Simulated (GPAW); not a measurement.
Consider BaPbO3 (I4/mcm).

```
Pb Ba O
1.0
    -3.01922    3.01922    4.36185
     3.01922   -3.01922    4.36185
     3.01922    3.01922   -4.36185
Pb Ba O
2 2 6
Direct
  0.50000 0.50000 0.00000
  0.00000 0.00000 0.00000
  0.75000 0.25000 0.50000
  0.25000 0.75000 0.50000
  0.25000 0.25000 0.00000
  0.75000 0.75000 0.00000
  0.29639 0.79639 0.09278
  0.79639 0.70361 0.50000
  0.20361 0.29639 0.50000
  0.70361 0.20361 0.90722
```

Absorber: atom 7, with 2 Pb at 2.17 Å (bent, 159°, site symmetry m2m). Method: GPAW, LDA, excited-electron core hole (neutral cell), 10-atom cell with 6.0 Å between holes, 7×7×7 k points, dipole transitions, Gaussian full width 0.9 eV up to 4 eV, rising linearly to 3.5 eV at 25 eV, without spin-orbit coupling.

Predict the near-edge structure at the O K edge.

Main maxima up to 24 eV above the zero (height): 1.4 eV (0.90), 4.8 eV (2.38), 7.7 eV (1.50), 11.6 eV (1.04) and 15.5 eV (0.69). A K edge sees empty p states on the absorber. The total-energy difference is 532.52 eV. One term is added: -8.83 eV, since the hole is spin-paired here and a spin-polarised one costs that much less in the free atom (computed apart). The photon energy is then 523.69 eV. The functional leaves an error in such absolute values: in the free atom LDA prices this hole 4.1 eV below PBE (computed apart), and PBE is itself good to a few eV.

The O K spectrum (energy from the lowest empty level; intensity scaled to a mean of 1 over the first 20 eV; polarised curves are means over the symmetry-equivalent atoms):

```csv
E (eV),isotropic,ε ⊥ c,ε ∥ c
-2.0,0.00,0.00,0.00
-1.4,0.00,0.00,0.00
-0.8,0.02,0.03,0.00
-0.2,0.29,0.43,0.02
0.4,0.77,1.11,0.08
1.0,0.90,1.30,0.08
1.6,0.90,1.32,0.06
2.2,0.66,0.95,0.06
2.8,0.38,0.37,0.42
3.4,0.84,0.51,1.51
4.0,1.74,1.47,2.30
4.6,2.35,2.36,2.33
5.2,2.14,2.21,2.00
5.8,1.65,1.73,1.50
6.4,1.43,1.54,1.21
7.0,1.41,1.52,1.19
7.6,1.50,1.64,1.23
8.2,1.45,1.56,1.22
8.8,1.33,1.40,1.18
9.4,1.18,1.25,1.03
10.0,0.97,1.02,0.86
10.6,0.89,0.87,0.95
11.2,1.00,0.88,1.23
11.8,1.02,0.86,1.34
12.4,0.84,0.70,1.13
13.0,0.64,0.52,0.87
13.6,0.55,0.43,0.79
14.2,0.58,0.43,0.89
14.8,0.65,0.47,1.01
15.4,0.69,0.51,1.05
16.0,0.67,0.53,0.96
16.6,0.64,0.55,0.83
17.2,0.63,0.57,0.73
17.8,0.63,0.60,0.68
18.4,0.64,0.64,0.66
19.0,0.68,0.68,0.67
19.6,0.72,0.73,0.71
20.2,0.79,0.79,0.78
20.8,0.86,0.85,0.87
21.4,0.92,0.90,0.96
22.0,0.97,0.94,1.04
22.6,1.00,0.97,1.08
23.2,1.02,0.99,1.10
23.8,1.04,1.01,1.09
24.4,1.06,1.05,1.08
25.0,1.10,1.12,1.08
25.6,1.17,1.21,1.08
26.2,1.24,1.32,1.08
26.8,1.30,1.42,1.07
27.4,1.33,1.48,1.03
28.0,1.32,1.50,0.97
28.6,1.28,1.47,0.90
29.2,1.22,1.41,0.83
29.8,1.16,1.34,0.79
30.4,1.11,1.28,0.78
31.0,1.08,1.23,0.79
31.6,1.07,1.19,0.83
```

The unit cell's mesh shows no gap over 0.35 eV. That is right for a metallic compound; for a small-gap or correlated insulator it would be the fault of the functional or of the assumed magnetic order, and the hole would be screened too well. The crystal has 2 inequivalent O sites and not all are shown here, while a measurement adds them all. The holes are only 6.0 Å apart, so the shape is probably not converged with cell size; no larger cell was run here. The structure is a computed Materials Project entry and may be a hypothetical form.

[Banner, clock and machine lines of the logs are left out without a mark of their own.]

[Logs are printed without paths, hosts, clocks, repeated set-up lines and the standing remarks that a program may print on its own settings, such as how far it seeks lower states.]

[Hosts, paths, dates, database ids (printed as entryN), source tags and the programs' standing remarks are cut or masked in the printed files.]

[Lists of maxima count a maximum above −3 eV only where it reaches 4 % of the highest in the window and stands out from its surroundings by 2 % of it (1.5 % where it reaches 55 %); shoulders and weaker maxima are passed over, and of the rest the first, up to two pre-edge ones and the few strongest are named.]
